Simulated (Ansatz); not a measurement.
**ZnNi3C (Pm-3m): a soft mode frozen in**

Which phase does ZnNi3C (Pm-3m) fall into along its unstable mode, and how much energy does it gain?

Calculated with Ansatz 0.2.0; DFT PBEsol, scalar-relativistic, plane waves, PAW; PAW set soft_1.

This is a report of a sequence of runs, with most program output left out.

**1. The starting structure**

Symmetry: Pm-3m, No. 221, cubic system. The conventional cell has a = 3.720 Å, b = 3.720 Å, c = 3.720 Å, α = 90.00°, β = 90.00°, γ = 90.00°. Zn has 12 Ni at 2.63 Å nearest. Nearest to Ni lie 2 C at 1.86 Å and 4 Zn at 2.63 Å and 8 Ni at 2.63 Å. Nearest to C lie 6 Ni at 1.86 Å. Farther neighbours are not listed.

**2. Response at finite wavevector**

The cell comes from relaxations at this level that are not shown. Stability and thermal properties need the whole zone. Linear response on a 2×2×2 q mesh gives force constants as far as a supercell of that size would.

The input, input.yaml:

```yaml
crystal:
  lattice:
    - [3.7198786686, 0.0, 0.0]
    - [0.0, 3.7198786686, 0.0]
    - [0.0, 0.0, 3.7198786686]
  atoms:
    - { symbol: Zn, position: [0.0, 0.0, 0.0] }
    - { symbol: Ni, position: [0.0, 0.5, 0.5] }
    - { symbol: Ni, position: [0.5, 0.5, 0.0] }
    - { symbol: Ni, position: [0.5, 0.0, 0.5] }
    - { symbol: C, position: [0.5, 0.5, 0.5] }
kpoints:
  mp_grid: { grid: [12, 12, 12] }
hamiltonian:
  xc: pbesol
  pseudopotentials: { kind: paw, azcp: { folder: soft_1 }, xc_functional: pbe }
scf:
  occupations: { method: methfessel_paxton, width: 0.2 }
output:
  eigenvalues: true
phonons:
  method: dfpt
  qmesh: [2, 2, 2]
  temperatures: { t_max: 1000, t_step: 50 }
  qpath:
    path:
      - [[0.0, 0.0, 0.0], [0.0, 0.5, 0.0], [0.5, 0.5, 0.0], [0.0, 0.0, 0.0], [0.5, 0.5, 0.5], [0.0, 0.5, 0.0]]
      - [[0.5, 0.5, 0.5], [0.5, 0.5, 0.0]]
    npoints: 10
```

Run with:

```bash
ansatz run input.yaml --threads 4 --pin off --max-ram 10240MiB --backend cpu --events-out ev --progress --plain --runs-dir out
```

It took 6.4 min on 4 threads of Intel Xeon Platinum 8375C at 2.90GHz (Ice Lake), shared host; peak memory 2.3 GiB.

This run has no spin polarisation, although Ni can carry a moment.

Numbers from this step:

| Property | Result |
| --- | --- |
| volume per atom | 10.29 Å³ |
| gap on the k-mesh | 0 eV |
| sum-rule residual before enforcement | 2.35e-5 eV/Å² |
| lowest frequency on the path | -48.38 cm⁻¹ |
| point group | m-3m |
| highest frequency on the path or at a solved wavevector | 750.8 cm⁻¹ |
| highest optical mode at the zone centre (no LO-TO term) | 633.9 cm⁻¹ |
| lowest optical zone-centre mode | 147.8 cm⁻¹ |
| lowest mode on the q mesh (acoustic modes at Γ apart) | -48.38 cm⁻¹ |

Frequencies (cm⁻¹) solved at each irreducible wavevector; negative means imaginary. Frequencies by wavevector, by row:

| q in reciprocal lattice units | star | mode 1 | mode 2 | mode 3 | mode 4 | mode 13 | mode 14 | mode 15 |
| --- | --- | --- | --- | --- | --- | --- | --- | --- |
| 0 0 0 | 1 | 0 | 0 | 0 | 147.8 | 633.9 | 633.9 | 633.9 |
| 0 0 -0.5 | 3 | -48.4 | -48.4 | 42.4 | 110 | 632.5 | 632.5 | 727.6 |
| 0 -0.5 -0.5 | 3 | 37.8 | 37.8 | 55.6 | 73.7 | 627.4 | 741.9 | 741.9 |
| -0.5 -0.5 -0.5 | 1 | 6.4 | 6.4 | 6.4 | 101.3 | 750.8 | 750.8 | 750.8 |

Interpolated from a 2×2×2 q mesh, rough between the solved points. The phonon branches at the labelled points (cm⁻¹):

| point | branch 1 | branch 2 | branch 3 | branch 4 | branch 12 | branch 13 | branch 14 | branch 15 |
| --- | --- | --- | --- | --- | --- | --- | --- | --- |
| Γ | 0 | 0 | 0 | 148 | 185 | 634 | 634 | 634 |
| halfway | 20 | 20 | 93 | 116 | 255 | 633 | 633 | 678 |
| X | -48 | -48 | 42 | 110 | 312 | 632 | 632 | 728 |
| halfway | -23 | -11 | 61 | 90 | 330 | 630 | 685 | 735 |
| M | 38 | 38 | 56 | 74 | 360 | 627 | 742 | 742 |
| halfway | 37 | 70 | 74 | 104 | 284 | 632 | 680 | 682 |
| Γ | 0 | 0 | 0 | 148 | 185 | 634 | 634 | 634 |
| halfway | 62 | 62 | 81 | 93 | 310 | 683 | 683 | 685 |
| R | 6 | 6 | 6 | 101 | 403 | 751 | 751 | 751 |
| halfway | 26 | 52 | 64 | 71 | 349 | 685 | 687 | 741 |
| X | -48 | -48 | 42 | 110 | 312 | 632 | 632 | 728 |
| jump to R | 6 | 6 | 6 | 101 | 403 | 751 | 751 | 751 |
| halfway | 24 | 24 | 52 | 88 | 378 | 687 | 746 | 746 |
| M | 38 | 38 | 56 | 74 | 360 | 627 | 742 | 742 |

Symmetry leaves 4 wavevectors to solve. The lowest mode among them, the acoustic zeros apart, lies at q = (0, 0, -0.5) and is imaginary, 48.4i cm⁻¹, so the energy falls along it.

**3. The mode frozen in, largest atomic shift 0 Å**

The mode followed lies at q = (0, 0, -0.5) with frequency 48.4i cm⁻¹ and is 2-fold degenerate, the softest among the wavevectors solved. At small amplitude the distorted cell has space group no. 51 by a symmetry search on the positions. The undistorted cell that holds it gives the zero of energy on the same k mesh.

System of this step: ZnNi3C. The structure is cubic, space group Pm-3m (No. 221). The conventional cell has a = 3.720 Å, b = 3.720 Å, c = 3.720 Å, α = 90.00°, β = 90.00°, γ = 90.00°. Zn has 12 Ni at 2.63 Å nearest. Ni has 2 C at 1.86 Å and 8 Ni at 2.63 Å and 4 Zn at 2.63 Å nearest. Nearest to Ni lie 2 C at 1.86 Å and 8 Ni at 2.63 Å and 4 Zn at 2.63 Å. Nearest to C lie 6 Ni at 1.86 Å. Farther neighbours are not listed.

The input, input.yaml:

```yaml
crystal:
  lattice:
    - [3.7198786686, 0.0, 0.0]
    - [0.0, 3.7198786686, 0.0]
    - [0.0, 0.0, 7.4397573372]
  atoms:
    - { symbol: Zn, position: [0.0, 0.0, 0.0] }
    - { symbol: Zn, position: [0.0, 0.0, 0.5] }
    - { symbol: Ni, position: [0.0, 0.5, 0.25] }
    - { symbol: Ni, position: [0.0, 0.5, 0.75] }
    - { symbol: Ni, position: [0.5, 0.5, 0.0] }
    - { symbol: Ni, position: [0.5, 0.5, 0.5] }
    - { symbol: Ni, position: [0.5, 0.0, 0.25] }
    - { symbol: Ni, position: [0.5, 0.0, 0.75] }
    - { symbol: C, position: [0.5, 0.5, 0.25] }
    - { symbol: C, position: [0.5, 0.5, 0.75] }
kpoints:
  mp_grid: { grid: [10, 10, 6] }
hamiltonian:
  xc: pbesol
  pseudopotentials: { kind: paw, azcp: { folder: soft_1 }, xc_functional: pbe }
scf:
  occupations: { method: methfessel_paxton, width: 0.2 }
output:
  forces: true
  stress: true
  eigenvalues: true
```

It took 10 s on 4 threads; peak memory 0.88 GiB; 39 s of CPU time.

This step gave:

```
pressure                         : -0.01039 GPa
energy from the undistorted cell : 0 meV/atom
```

The run ends at a pressure of -0.01 GPa.

**4. The mode frozen in, largest atomic shift 0.08 Å**

The atoms are moved along the unstable eigenvector, the largest shift by 0.08 Å, with the cell fixed.

input.yaml, the sections that differ from step 3:

```yaml
crystal:
  lattice:
    - [3.7198786686, 0.0, 0.0]
    - [0.0, 3.7198786686, 0.0]
    - [0.0, 0.0, 7.4397573372]
  atoms:
    - { symbol: Zn, position: [0.0071226404, 0.0, 0.0] }
    - { symbol: Zn, position: [-0.0071226404, 0.0, 0.5] }
    - { symbol: Ni, position: [0.0, 0.5, 0.25] }
    - { symbol: Ni, position: [0.0, 0.5, 0.75] }
    - { symbol: Ni, position: [0.5215060778, 0.5, 0.0] }
    - { symbol: Ni, position: [0.4784939222, 0.5, 0.5] }
    - { symbol: Ni, position: [0.5, 0.0, 0.25] }
    - { symbol: Ni, position: [0.5, 0.0, 0.75] }
    - { symbol: C, position: [0.5, 0.5, 0.25] }
    - { symbol: C, position: [0.5, 0.5, 0.75] }
# kpoints, hamiltonian, scf, output: as in step 3
```

Run time: 20 s. Hardware: 4 threads; peak memory 1.2 GiB.

Numbers from this step:

```yaml
pressure: 0.01102 GPa
energy_from_the_undistorted_cell: -0.139 meV/atom
```

The energy, extrapolated to zero smearing, is -0.14 meV/atom against the undistorted cell.

The run ends at a pressure of 0.01 GPa, with forces up to 0.043 eV/Å.

**5. Energy along the mode, all amplitudes (two of the runs are shown above)**

An imaginary frequency means negative curvature, so the energy should fall and then rise again as anharmonic terms take over.

This step gave:

| Item | Value |
| --- | --- |
| depth at the lowest point sampled | 0.139 meV/atom |
| largest atomic shift at that point | 0.08 Å |

Energy from the parent against largest atomic shift:

| largest atomic shift (Å) | energy from the parent (meV/atom) |
| --- | --- |
| 0.0000 | 0 |
| 0.0400 | -0.118 |
| 0.0800 | -0.139 |
| 0.1400 | 1.22 |
| 0.2200 | 7.57 |

Displacement at unit largest shift by atom:

| atom | x (Å) | y (Å) | z (Å) | size |
| --- | --- | --- | --- | --- |
| Zn1 | 0.33 | 0.00 | 0.00 | 0.33 |
| Zn2 | -0.33 | 0.00 | 0.00 | 0.33 |
| Ni3 | 0.00 | 0.00 | 0.00 | 0.00 |
| Ni4 | 0.00 | 0.00 | 0.00 | 0.00 |
| Ni5 | 1.00 | 0.00 | 0.00 | 1.00 |
| Ni6 | -1.00 | 0.00 | 0.00 | 1.00 |
| Ni7 | 0.00 | 0.00 | 0.00 | 0.00 |
| Ni8 | 0.00 | 0.00 | 0.00 | 0.00 |
| C9 | 0.00 | 0.00 | 0.00 | 0.00 |
| C10 | 0.00 | 0.00 | 0.00 | 0.00 |

The lowest of the steps tried is at 0.08 Å, 0.139 meV/atom below the parent; the bottom of the well need not coincide with a step.

**6. Relaxing from the distorted cell**

Starting from the lowest point found, all atoms and the cell are let go, so that strain and other modes of the same symmetry can join in.

Edit input.yaml of step 4 so:

```diff
@@ -27 +27,6 @@
   eigenvalues: true
+relax:
+  adjacent_minimum: "off"
+  f_tol: 0.002
+  max_steps: 120
+  cell: { stress_tol: 0.03 }
```

Run time: 1.7 min. Hardware: 4 threads; peak memory 1.2 GiB; 6.7 min of CPU time.

The steps of the relaxation:

| step | energy less that of the first step (eV) | largest force component (eV/Å) | pressure (GPa) | volume (Å³) |
| --- | --- | --- | --- | --- |
| 1 | 0.0000 | 0.0433 | 0.01 | 102.95 |
| 2 | -0.0002 | 0.0374 | 0.01 | 102.95 |
| 3 | -0.0008 | 0.0104 | 0.01 | 102.94 |
| 4 | -0.0009 | 0.0018 | -0.01 | 102.95 |
| 5 | -0.0009 | 0.0002 | 0.00 | 102.95 |
| 6* | -0.0009 | 0.0002 | 0.00 | 102.95 |

Relaxation steps marked * repeat the geometry before them on a plane-wave basis chosen anew for their cell, so energy and pressure can jump there.

Forces are held to the 8 operations that the run works with; a distortion that breaks them can't arise in this run.

| cell as run | before | after | change |
| --- | --- | --- | --- |
| a (Å) | 3.720 | 3.721 | +0.0 % |
| b (Å) | 3.720 | 3.721 | +0.0 % |
| c (Å) | 7.440 | 7.435 | -0.1 % |
| volume (Å³/atom) | 10.29 | 10.29 | -0.0 % |

The atoms that moved most (Å, as changes of fractional coordinates times the final cell):

| atom | dx | dy | dz | length |
| --- | --- | --- | --- | --- |
| Ni6 | 0.023 | 0.000 | 0.000 | 0.023 |
| Ni5 | -0.023 | 0.000 | 0.000 | 0.023 |
| Zn1 | -0.005 | 0.000 | 0.000 | 0.005 |
| Zn2 | 0.005 | 0.000 | 0.000 | 0.005 |

Numbers from this step:

```
pressure : -0.001785 GPa
```

The distorted start has space group Pmma; the relaxation ends in Pmma.

**7. The new phase in its own primitive cell**

The relaxed structure is symmetrised, reduced to its primitive cell and relaxed tightly, as its phonons need.

input.yaml, the sections that differ from step 6:

```yaml
crystal:
  lattice:
    - [7.4354481966, 0.0, 0.0]
    - [0.0, 3.7205783462, 0.0]
    - [0.0, 0.0, 3.7212867814]
  atoms:
    - { symbol: Zn, position: [0.75, 0.0, 0.9943418751] }
    - { symbol: Zn, position: [0.25, 0.0, 0.0056581249] }
    - { symbol: Ni, position: [0.5, 0.5, 0.0] }
    - { symbol: Ni, position: [0.0, 0.5, 0.0] }
    - { symbol: Ni, position: [0.75, 0.5, 0.4846982511] }
    - { symbol: Ni, position: [0.25, 0.5, 0.5153017489] }
    - { symbol: Ni, position: [0.5, 0.0, 0.5] }
    - { symbol: Ni, position: [0.0, 0.0, 0.5] }
    - { symbol: C, position: [0.5, 0.5, 0.5] }
    - { symbol: C, position: [0.0, 0.5, 0.5] }
kpoints:
  mp_grid: { grid: [6, 10, 10] }
relax:
  adjacent_minimum: "off"
  f_tol: 0.001
  max_steps: 60
  cell: { stress_tol: 0.01 }
# hamiltonian, scf, output: as in step 6
```

Elapsed: 40 s, on 4 threads; peak memory 1.2 GiB; 2.6 min of CPU time.

Little changed from the start: no atom moved by 0.005 Å and no cell edge by 0.1 %.

This step gave:

* pressure: -0.001789 GPa

The largest force component left is 0.16 meV/Å and the pressure is -0.002 GPa, within the tolerances set. The cell now holds 10.29 Å³/atom.

**8. Modes of the new phase, k-mesh 6×10×10**

A relaxed structure may still be a saddle point, so its zone-centre modes are computed. No field response is asked, since the mesh shows no gap.

Edit input.yaml of step 7 so:

```diff
@@ -24,9 +24,4 @@
 output:
-  forces: true
-  stress: true
   eigenvalues: true
-relax:
-  adjacent_minimum: "off"
-  f_tol: 0.001
-  max_steps: 60
-  cell: { stress_tol: 0.01 }
+phonons:
+  method: dfpt
```

Run time: 18 min. Hardware: 4 threads; peak memory 5.1 GiB.

The run was cut off at the time limit after its SCF cycle had converged; no result of it is taken.

The program's message: “Warning:”

**9. Outcome**

- unstable mode of the parent: q = (0, 0, -0.5), 48i cm⁻¹
- depth at the lowest point sampled: 0.139 meV/atom
- largest atomic shift at that point: 0.08 Å
- space group reached (within 0.01 Å): Pmma
- energy gained over the parent (first relaxation, on the mesh of the frozen mode): 0.181 meV/atom
- volume per atom, phase reached: 10.3 Å³

Along this mode the structure falls into Pmma, 0.181 meV/atom below the parent. At the parent's cell the well is 0.139 meV/atom deep on the steps tried, with its lowest point at a shift of 0.08 Å. Relaxing atoms and cell changes the gain by +0.04 meV/atom against the lowest step (energies at zero smearing). The modes of the phase reached were not computed on this path. How so shallow a well moves with the k mesh was not tested. Of the 3 patterns followed to their end from this parent, this one ends 0.108 meV/atom above the lowest, Cmcm. Another end point lies within 1 meV/atom; how such a difference moves with mesh and cutoff was not tested. Each path keeps the symmetry of its pattern, so a lower phase may lie along a pattern not tried. The q mesh stands for a supercell only 7.4 Å across, so branches between the solved wavevectors are rough. With no gap, or one that is small against the smearing, the frequencies hang on the k mesh and the smearing, most of all near Kohn anomalies. The phonon runs are without spin polarisation, although Ni often carries a moment. The PAW files were made for PBE and serve the other functionals too.

[Logs are printed without paths, hosts, clocks, repeated set-up lines and the standing remarks that a program may print on its own settings, such as how far it seeks lower states.]

[Hosts, paths, dates, database ids (printed as entryN), source tags and the programs' standing remarks are cut or masked in the printed files.]
